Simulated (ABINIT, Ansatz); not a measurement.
# SrCl2 (Fm-3m): Raman and infrared activity, part 2 of 3

Which lines does SrCl2 (Fm-3m) show in Raman and infrared spectra?

ABINIT 10.8.3; DFT LDA, scalar-relativistic, plane waves, PseudoDojo norm-conserving pseudopotentials.

So far. Step 3 (Self-consistent run for the response): The cell stands at -0.24 GPa: the relaxation ran with a smoothed and higher cutoff and on another k mesh. Step 5 (Linear response at Γ): The acoustic modes at Γ come out as far as 0.3 cm⁻¹ from zero, where they should vanish, a small numerical error; the Born charges miss their sum rule by 9.1e-4 e, which is good. The relaxed cell has a = 6.799 Å (conventional setting).

**6. Modes with the sum rule**

anaddb reads the merged derivatives, imposes the acoustic sum rule and charge neutrality, and adds the LO-TO term along chosen directions.

File anaddb.abi:

```
ddb_filepath "gamma_DDB"
output_file "anaddb.abo"
outdata_prefix "anaddb"
asr 1
chneut 1
enunit 2
eivec 1
nph1l 1
qph1l 0.0 0.0 0.0 1.0
dieflag 1
nph2l 3
qph2l 
    1.0 0.0 0.0 0.0
    0.0 0.0 1.0 0.0
    1.0 1.0 1.0 0.0
nlflag 1
ramansr 1
alphon 1
prtmbm 1
```

File mrgddb.in:

```
gamma_DDB
merged
3
dfpt_gammao_DS2_DDB
dfpt_gammao_DS3_DDB
gso_DDB
```

Command:

```console
$ mrgddb < mrgddb.in > mrgddb.log
$ OMP_NUM_THREADS=1 anaddb anaddb.abi > anaddb.log
```

anaddb.abo, the main output file:

```text
[banners, grids, parts of the stress and lines that vanish by symmetry left out]
-outvars_anaddb: echo values of input variables ----------------------

 Flags :
[...]
Dielectric Tensor and Effective Charges
[...]
Effective charge tensors after
[...]
1          1       -0.000000000       -0.000000000       -0.000000000
[...]
1          2       -0.000000000       -0.000000000       -0.000000000
[...]
1          3       -0.000000000        0.000000000        0.000000000
[...]
2          1        0.000000000       -0.000000000       -0.000000000
[...]
2          2       -0.000000000        0.000000000       -0.011427587
[...]
2          3        0.000000000       -0.011427587        0.000000000
[...]
3          1       -0.000000000        0.000000000        0.000000000
[...]
3          2        0.000000000       -0.000000000        0.011427587
[...]
3          3       -0.000000000        0.011427587       -0.000000000
[...]
Phonon wavevector (reduced coordinates) :  0.00000  0.00000  0.00000
 Phonon energies in Hartree :
[...]
Phonon energies in meV     :
-  0.000000E+00  0.000000E+00  0.000000E+00  1.926649E+01  1.926649E+01
-  1.926649E+01  2.375310E+01  2.375310E+01  2.375310E+01
 Phonon frequencies in cm-1    :
-  0.000000E+00  0.000000E+00  0.000000E+00  1.553947E+02  1.553947E+02
-  1.553947E+02  1.915816E+02  1.915816E+02  1.915816E+02
 Phonon frequencies in Thz     :
-  0.000000E+00  0.000000E+00  0.000000E+00  4.658617E+00  4.658617E+00
-  4.658617E+00  5.743473E+00  5.743473E+00  5.743473E+00
 Phonon energies in Kelvin  :
-  0.000000E+00  0.000000E+00  0.000000E+00  2.235784E+02  2.235784E+02
-  2.235784E+02  2.756432E+02  2.756432E+02  2.756432E+02
[...]
-  1  0.00000000E+00  0.00000000E+00  1.86024720E-03
-     0.00000000E+00  0.00000000E+00  0.00000000E+00
-  2  0.00000000E+00  0.00000000E+00  1.86024586E-03
-     0.00000000E+00  0.00000000E+00  0.00000000E+00
-  3  0.00000000E+00  0.00000000E+00  1.86024586E-03
-     0.00000000E+00  0.00000000E+00  0.00000000E+00
[...]
-  1  0.00000000E+00 -1.86024720E-03  0.00000000E+00
-     0.00000000E+00  0.00000000E+00  0.00000000E+00
-  2  0.00000000E+00 -1.86024586E-03  0.00000000E+00
-     0.00000000E+00  0.00000000E+00  0.00000000E+00
-  3  0.00000000E+00 -1.86024586E-03  0.00000000E+00
-     0.00000000E+00  0.00000000E+00  0.00000000E+00
[...]
-  1  1.86024720E-03  0.00000000E+00  0.00000000E+00
-     0.00000000E+00  0.00000000E+00  0.00000000E+00
-  2  1.86024586E-03  0.00000000E+00  0.00000000E+00
-     0.00000000E+00  0.00000000E+00  0.00000000E+00
-  3  1.86024586E-03  0.00000000E+00  0.00000000E+00
-     0.00000000E+00  0.00000000E+00  0.00000000E+00
[...]
-  1  0.00000000E+00  0.00000000E+00  1.67343319E-03
-     0.00000000E+00  0.00000000E+00  0.00000000E+00
[...]
-     0.00000000E+00  0.00000000E+00  0.00000000E+00
[...]
-     0.00000000E+00  0.00000000E+00  0.00000000E+00
[...]
-     0.00000000E+00  0.00000000E+00  0.00000000E+00
[...]
-     0.00000000E+00  0.00000000E+00  0.00000000E+00
[...]
-     1          0.000000     0.000000     0.000001     0.000001
-     2         -0.000000    -0.000001    -0.000000     0.000001
-     3          0.000001     0.000000    -0.000000     0.000001
-     4          0.000000     0.000000     2.762592     2.762592
-     5          0.000000     2.762592    -0.000000     2.762592
-     6          2.762592     0.000000     0.000000     2.762592
-     7         -0.000000    -0.000000     0.000000     0.000000
-     8          0.000000    -0.000000    -0.000000     0.000000
-     9         -0.000000    -0.000000     0.000000     0.000000
[...]
-   1     Real    0.0000E+00  0.0000E+00  0.0000E+00  0.0000E+00  0.0000E+00  0.0000E+00  0.0000E+00
[...]
-   2     Real    0.0000E+00  0.0000E+00  0.0000E+00  0.0000E+00  0.0000E+00  0.0000E+00  0.0000E+00
[...]
-   3     Real    0.0000E+00  0.0000E+00  0.0000E+00  0.0000E+00  0.0000E+00  0.0000E+00  0.0000E+00
[...]
-   4     Real    0.0000E+00  0.0000E+00  8.6645E-05  0.0000E+00  0.0000E+00  0.0000E+00  8.6645E-05
[...]
-   5     Real    0.0000E+00  8.6645E-05  0.0000E+00  0.0000E+00  0.0000E+00  0.0000E+00  8.6645E-05
[...]
-   6     Real    8.6645E-05  0.0000E+00  0.0000E+00  0.0000E+00  0.0000E+00  0.0000E+00  8.6645E-05
[...]
-   7     Real    0.0000E+00  0.0000E+00  0.0000E+00  0.0000E+00  0.0000E+00  0.0000E+00  0.0000E+00
[...]
-   8     Real    0.0000E+00  0.0000E+00  0.0000E+00  0.0000E+00  0.0000E+00  0.0000E+00  0.0000E+00
[...]
-   9     Real    0.0000E+00  0.0000E+00  0.0000E+00  0.0000E+00  0.0000E+00  0.0000E+00  0.0000E+00
[...]
Phonon at Gamma, with non-analyticity in the
[...]
Phonon energies in Hartree :
[...]
Phonon energies in meV     :
-  0.000000E+00  0.000000E+00  0.000000E+00  1.926649E+01  1.926649E+01
[...]
Phonon frequencies in cm-1    :
[...]
Phonon frequencies in Thz     :
[...]
Phonon energies in Kelvin  :
[...]
-         0.000000017      -0.000000000      -0.001463868
-         0.000000007      -0.001463868      -0.000000000
[...]
Phonon at Gamma, with non-analyticity in the
[...]
Phonon energies in Hartree :
[...]
Phonon energies in meV     :
-  0.000000E+00  0.000000E+00  0.000000E+00  1.926649E+01  1.926649E+01
-  2.375310E+01  2.375310E+01  2.375310E+01  2.927764E+01
 Phonon frequencies in cm-1    :
-  0.000000E+00  0.000000E+00  0.000000E+00  1.553947E+02  1.553947E+02
-  1.915816E+02  1.915816E+02  1.915816E+02  2.361401E+02
 Phonon frequencies in Thz     :
-  0.000000E+00  0.000000E+00  0.000000E+00  4.658617E+00  4.658617E+00
-  5.743473E+00  5.743473E+00  5.743473E+00  7.079302E+00
 Phonon energies in Kelvin  :
-  0.000000E+00  0.000000E+00  0.000000E+00  2.235784E+02  2.235784E+02
-  2.756432E+02  2.756432E+02  2.756432E+02  3.397529E+02
[...]
-  1  0.00000000E+00  0.00000000E+00  1.86024686E-03
-     0.00000000E+00  0.00000000E+00  0.00000000E+00
-  2  0.00000000E+00  0.00000000E+00  1.86024628E-03
-     0.00000000E+00  0.00000000E+00  0.00000000E+00
[...]
-     0.00000000E+00  0.00000000E+00  0.00000000E+00
[...]
-     0.00000000E+00  0.00000000E+00  0.00000000E+00
[...]
Phonon at Gamma, with non-analyticity in the
[...]
Phonon energies in Hartree :
[...]
Phonon energies in meV     :
-  0.000000E+00  0.000000E+00  0.000000E+00  1.926649E+01  1.926649E+01
[...]
Phonon frequencies in cm-1    :
-  0.000000E+00  0.000000E+00  0.000000E+00  1.553947E+02  1.553947E+02
[...]
Phonon frequencies in Thz     :
-  0.000000E+00  0.000000E+00  0.000000E+00  4.658617E+00  4.658617E+00
[...]
Phonon energies in Kelvin  :
-  0.000000E+00  0.000000E+00  0.000000E+00  2.235784E+02  2.235784E+02
[...]
-  2  2.78150787E-03  0.00000000E+00  0.00000000E+00
[...]
-  3 -2.78150787E-03  0.00000000E+00  0.00000000E+00
[...]
-         0.000000019      -0.000000000      -0.001463868
-        -0.000000005      -0.001463868      -0.000000000
[...]
Direction                     Dielectric constant
[...]
0.00000   0.00000   1.00000      7.22477229
   1.00000   1.00000   1.00000      7.22477229
-
```

The job ended after 1.9 s (1 thread of Intel Xeon at 2.70GHz, shared host).

Numbers from this step:

- mean static dielectric constant: 7.225
- highest mode moved by the LO-TO term: 236.1 cm⁻¹

No LO-TO term; unit eigenvectors of the mass-weighted matrix, from anaddb's displacements. Modes at Γ, with each element's share of the kinetic energy:

| mode | frequency (cm⁻¹) | symmetry | Sr % | Cl % |
| --- | --- | --- | --- | --- |
| 1 | 0.0 | acoustic | 55 | 45 |
| 2 | 0.0 | acoustic | 55 | 45 |
| 3 | 0.0 | acoustic | 55 | 45 |
| 4 | 155.4 | T1u | 45 | 55 |
| 5 | 155.4 | T1u | 45 | 55 |
| 6 | 155.4 | T1u | 45 | 55 |
| 7 | 191.6 | T2g | 0 | 100 |
| 8 | 191.6 | T2g | 0 | 100 |
| 9 | 191.6 | T2g | 0 | 100 |

Displacements in mode 5 (155.4 cm⁻¹), the largest set to 1:
```
Sr1  0.00  0.81  0.00
Cl2  0.00 -1.00  0.00
Cl3  0.00 -1.00  0.00
```

Displacements in mode 8 (191.6 cm⁻¹), the largest set to 1:
```
Sr1  0.00  0.00  0.00
Cl2  0.00  1.00  0.00
Cl3  0.00 -1.00  0.00
```

Trace of the oscillator strength, degenerate modes summed. Lines of the infrared spectrum (strongest = 100):

| position (cm⁻¹) | lines merged | IR intensity, relative |
| --- | --- | --- |
| 155 | 3 | 100 |
| 192 | 3 | 0.0 |

From anaddb's Raman susceptibilities, degenerate modes summed; transverse modes, the longitudinal lines of polar modes are not listed. Raman lines, with heights relative to the strongest:

| position (cm⁻¹) | lines merged | Raman activity (Å⁴/amu), powder, relative |
| --- | --- | --- |
| 155 | 3 | 0.0 |
| 192 | 3 | 100 |

Static dielectric tensor (ions relaxed, fixed cell):

```
7.22 0.00 0.00
0.00 7.22 0.00
0.00 0.00 7.22
```

The rule moves no optical mode by more than 0.1 cm⁻¹.

**7. Sum rules set otherwise (asr 0)**

Without the rule the raw error of the acoustic modes shows.

anaddb.abi: that of step 6 with these lines changed.

```diff
@@ -3,4 +3,4 @@
 outdata_prefix "anaddb"
-asr 1
-chneut 1
+asr 0
+chneut 0
 enunit 2
```

mrgddb.in is that of step 6.

anaddb.abo, the main output file:

```text
[banners, grids, parts of the stress and lines that vanish by symmetry left out]
-outvars_anaddb: echo values of input variables ----------------------

 Flags :
[...]
Dielectric Tensor and Effective Charges
[...]
Effective charge tensors after
[...]
1          1       -0.000000000       -0.000000000       -0.000000000
[...]
1          2       -0.000000000       -0.000000000       -0.000000000
[...]
1          3       -0.000000000        0.000000000        0.000000000
[...]
2          1        0.000000000       -0.000000000       -0.000000000
[...]
2          2       -0.000000000        0.000000000       -0.011427587
[...]
2          3        0.000000000       -0.011427587        0.000000000
[...]
3          1       -0.000000000        0.000000000        0.000000000
[...]
3          2        0.000000000       -0.000000000        0.011427587
[...]
3          3       -0.000000000        0.011427587       -0.000000000
[...]
Phonon wavevector (reduced coordinates) :  0.00000  0.00000  0.00000
 Phonon energies in Hartree :
[...]
Phonon energies in meV     :
-  3.402608E-02  3.402611E-02  3.402620E-02  1.926652E+01  1.926652E+01
-  1.926652E+01  2.375312E+01  2.375312E+01  2.375312E+01
 Phonon frequencies in cm-1    :
-  2.744388E-01  2.744391E-01  2.744398E-01  1.553950E+02  1.553950E+02
-  1.553950E+02  1.915818E+02  1.915818E+02  1.915818E+02
 Phonon frequencies in Thz     :
-  8.227469E-03  8.227476E-03  8.227498E-03  4.658624E+00  4.658624E+00
-  4.658624E+00  5.743478E+00  5.743478E+00  5.743478E+00
 Phonon energies in Kelvin  :
-  3.948562E-01  3.948566E-01  3.948576E-01  2.235787E+02  2.235787E+02
-  2.235787E+02  2.756435E+02  2.756435E+02  2.756435E+02
[...]
-  1  0.00000000E+00  0.00000000E+00  1.86024608E-03
-     0.00000000E+00  0.00000000E+00  0.00000000E+00
-  2  0.00000000E+00  0.00000000E+00  1.86024725E-03
-     0.00000000E+00  0.00000000E+00  0.00000000E+00
-  3  0.00000000E+00  0.00000000E+00  1.86024725E-03
-     0.00000000E+00  0.00000000E+00  0.00000000E+00
[...]
-  1  0.00000000E+00 -1.86024608E-03  0.00000000E+00
-     0.00000000E+00  0.00000000E+00  0.00000000E+00
-  2  0.00000000E+00 -1.86024725E-03  0.00000000E+00
-     0.00000000E+00  0.00000000E+00  0.00000000E+00
-  3  0.00000000E+00 -1.86024725E-03  0.00000000E+00
-     0.00000000E+00  0.00000000E+00  0.00000000E+00
[...]
-  1  1.86024608E-03  0.00000000E+00  0.00000000E+00
-     0.00000000E+00  0.00000000E+00  0.00000000E+00
-  2  1.86024725E-03  0.00000000E+00  0.00000000E+00
-     0.00000000E+00  0.00000000E+00  0.00000000E+00
-  3  1.86024725E-03  0.00000000E+00  0.00000000E+00
-     0.00000000E+00  0.00000000E+00  0.00000000E+00
[...]
-  1  0.00000000E+00  0.00000000E+00  1.67343444E-03
-     0.00000000E+00  0.00000000E+00  0.00000000E+00
[...]
-     0.00000000E+00  0.00000000E+00  0.00000000E+00
[...]
-     0.00000000E+00  0.00000000E+00  0.00000000E+00
[...]
-     0.00000000E+00  0.00000000E+00  0.00000000E+00
[...]
-     0.00000000E+00  0.00000000E+00  0.00000000E+00
[...]
-     1          0.000000     0.000000     0.000522     0.000522
-     2         -0.000000    -0.000522    -0.000000     0.000522
-     3          0.000522    -0.000000    -0.000000     0.000522
-     4         -0.000000    -0.000000     2.762372     2.762372
-     5         -0.000000    -2.762372     0.000000     2.762372
-     6          2.762372     0.000000     0.000000     2.762372
-     7         -0.000000    -0.000000     0.000000     0.000000
-     8         -0.000000     0.000000     0.000000     0.000000
-     9          0.000000     0.000000     0.000000     0.000000
[...]
-   1     Real    0.0000E+00  0.0000E+00  2.8294E-12  0.0000E+00  0.0000E+00  0.0000E+00  2.8294E-12
[...]
-   2     Real    0.0000E+00  2.8294E-12  0.0000E+00  0.0000E+00  0.0000E+00  0.0000E+00  2.8294E-12
[...]
-   3     Real    2.8294E-12  0.0000E+00  0.0000E+00  0.0000E+00  0.0000E+00  0.0000E+00  2.8294E-12
[...]
-   4     Real    0.0000E+00  0.0000E+00  8.6631E-05  0.0000E+00  0.0000E+00  0.0000E+00  8.6631E-05
[...]
-   5     Real    0.0000E+00  8.6631E-05  0.0000E+00  0.0000E+00  0.0000E+00  0.0000E+00  8.6631E-05
[...]
-   6     Real    8.6631E-05  0.0000E+00  0.0000E+00  0.0000E+00  0.0000E+00  0.0000E+00  8.6631E-05
[...]
-   7     Real    0.0000E+00  0.0000E+00  0.0000E+00  0.0000E+00  0.0000E+00  0.0000E+00  0.0000E+00
[...]
-   8     Real    0.0000E+00  0.0000E+00  0.0000E+00  0.0000E+00  0.0000E+00  0.0000E+00  0.0000E+00
[...]
-   9     Real    0.0000E+00  0.0000E+00  0.0000E+00  0.0000E+00  0.0000E+00  0.0000E+00  0.0000E+00
[...]
Phonon at Gamma, with non-analyticity in the
[...]
Phonon energies in Hartree :
[...]
Phonon energies in meV     :
-  3.402608E-02  3.402611E-02  3.412704E-02  1.926652E+01  1.926652E+01
[...]
Phonon frequencies in cm-1    :
[...]
Phonon frequencies in Thz     :
[...]
Phonon energies in Kelvin  :
[...]
-         0.000000010      -0.000000000      -0.001463868
-         0.000000031      -0.001463868      -0.000000000
[...]
Phonon at Gamma, with non-analyticity in the
[...]
Phonon energies in Hartree :
[...]
Phonon energies in meV     :
-  3.402611E-02  3.402620E-02  3.412692E-02  1.926652E+01  1.926652E+01
-  2.375312E+01  2.375312E+01  2.375312E+01  2.927634E+01
 Phonon frequencies in cm-1    :
-  2.744391E-01  2.744398E-01  2.752522E-01  1.553950E+02  1.553950E+02
-  1.915818E+02  1.915818E+02  1.915818E+02  2.361296E+02
 Phonon frequencies in Thz     :
-  8.227476E-03  8.227498E-03  8.251853E-03  4.658624E+00  4.658624E+00
-  5.743478E+00  5.743478E+00  5.743478E+00  7.078986E+00
 Phonon energies in Kelvin  :
-  3.948566E-01  3.948576E-01  3.960265E-01  2.235787E+02  2.235787E+02
-  2.756435E+02  2.756435E+02  2.756435E+02  3.397378E+02
[...]
-  1  0.00000000E+00 -1.86024608E-03  0.00000000E+00
-     0.00000000E+00  0.00000000E+00  0.00000000E+00
-  2  0.00000000E+00 -1.86024725E-03  0.00000000E+00
-     0.00000000E+00  0.00000000E+00  0.00000000E+00
[...]
-     0.00000000E+00  0.00000000E+00  0.00000000E+00
[...]
-     0.00000000E+00  0.00000000E+00  0.00000000E+00
[...]
Phonon at Gamma, with non-analyticity in the
[...]
Phonon energies in Hartree :
[...]
Phonon energies in meV     :
-  3.402609E-02  3.402616E-02  3.412697E-02  1.926652E+01  1.926652E+01
[...]
Phonon frequencies in cm-1    :
-  2.744389E-01  2.744395E-01  2.752526E-01  1.553950E+02  1.553950E+02
[...]
Phonon frequencies in Thz     :
-  8.227472E-03  8.227490E-03  8.251865E-03  4.658624E+00  4.658624E+00
[...]
Phonon energies in Kelvin  :
-  3.948564E-01  3.948572E-01  3.960271E-01  2.235787E+02  2.235787E+02
[...]
-  2  2.78150787E-03  0.00000000E+00  0.00000000E+00
[...]
-  3 -2.78150787E-03  0.00000000E+00  0.00000000E+00
[...]
-         0.000000015      -0.000000000      -0.001463868
-         0.000000016      -0.001463868      -0.000000000
[...]
Direction                     Dielectric constant
[...]
0.00000   0.00000   1.00000      7.22410588
   1.00000   1.00000   1.00000      7.22410588
-
```

The job ended after 1.6 s (1 thread).

Read from the output:

| Item | Value |
| --- | --- |
| mean static dielectric constant | 7.224 |

Zone-centre frequencies as printed; negative means imaginary. Modes:

| mode | frequency (cm⁻¹) |
| --- | --- |
| 1 | 0.27 |
| 2 | 0.27 |
| 3 | 0.27 |
| 4 | 155.4 |
| 5 | 155.4 |
| 6 | 155.4 |
| 7 | 191.6 |
| 8 | 191.6 |
| 9 | 191.6 |

(Part 2 of 3 ends here.)

[Host names and launcher messages were left out of these logs when they were recorded.]

[Logs are printed without paths, hosts, clocks, repeated set-up lines and the standing remarks that a program may print on its own settings, such as how far it seeks lower states.]

[Hosts, paths, dates, database ids (printed as entryN), source tags and the programs' standing remarks are cut or masked in the printed files.]
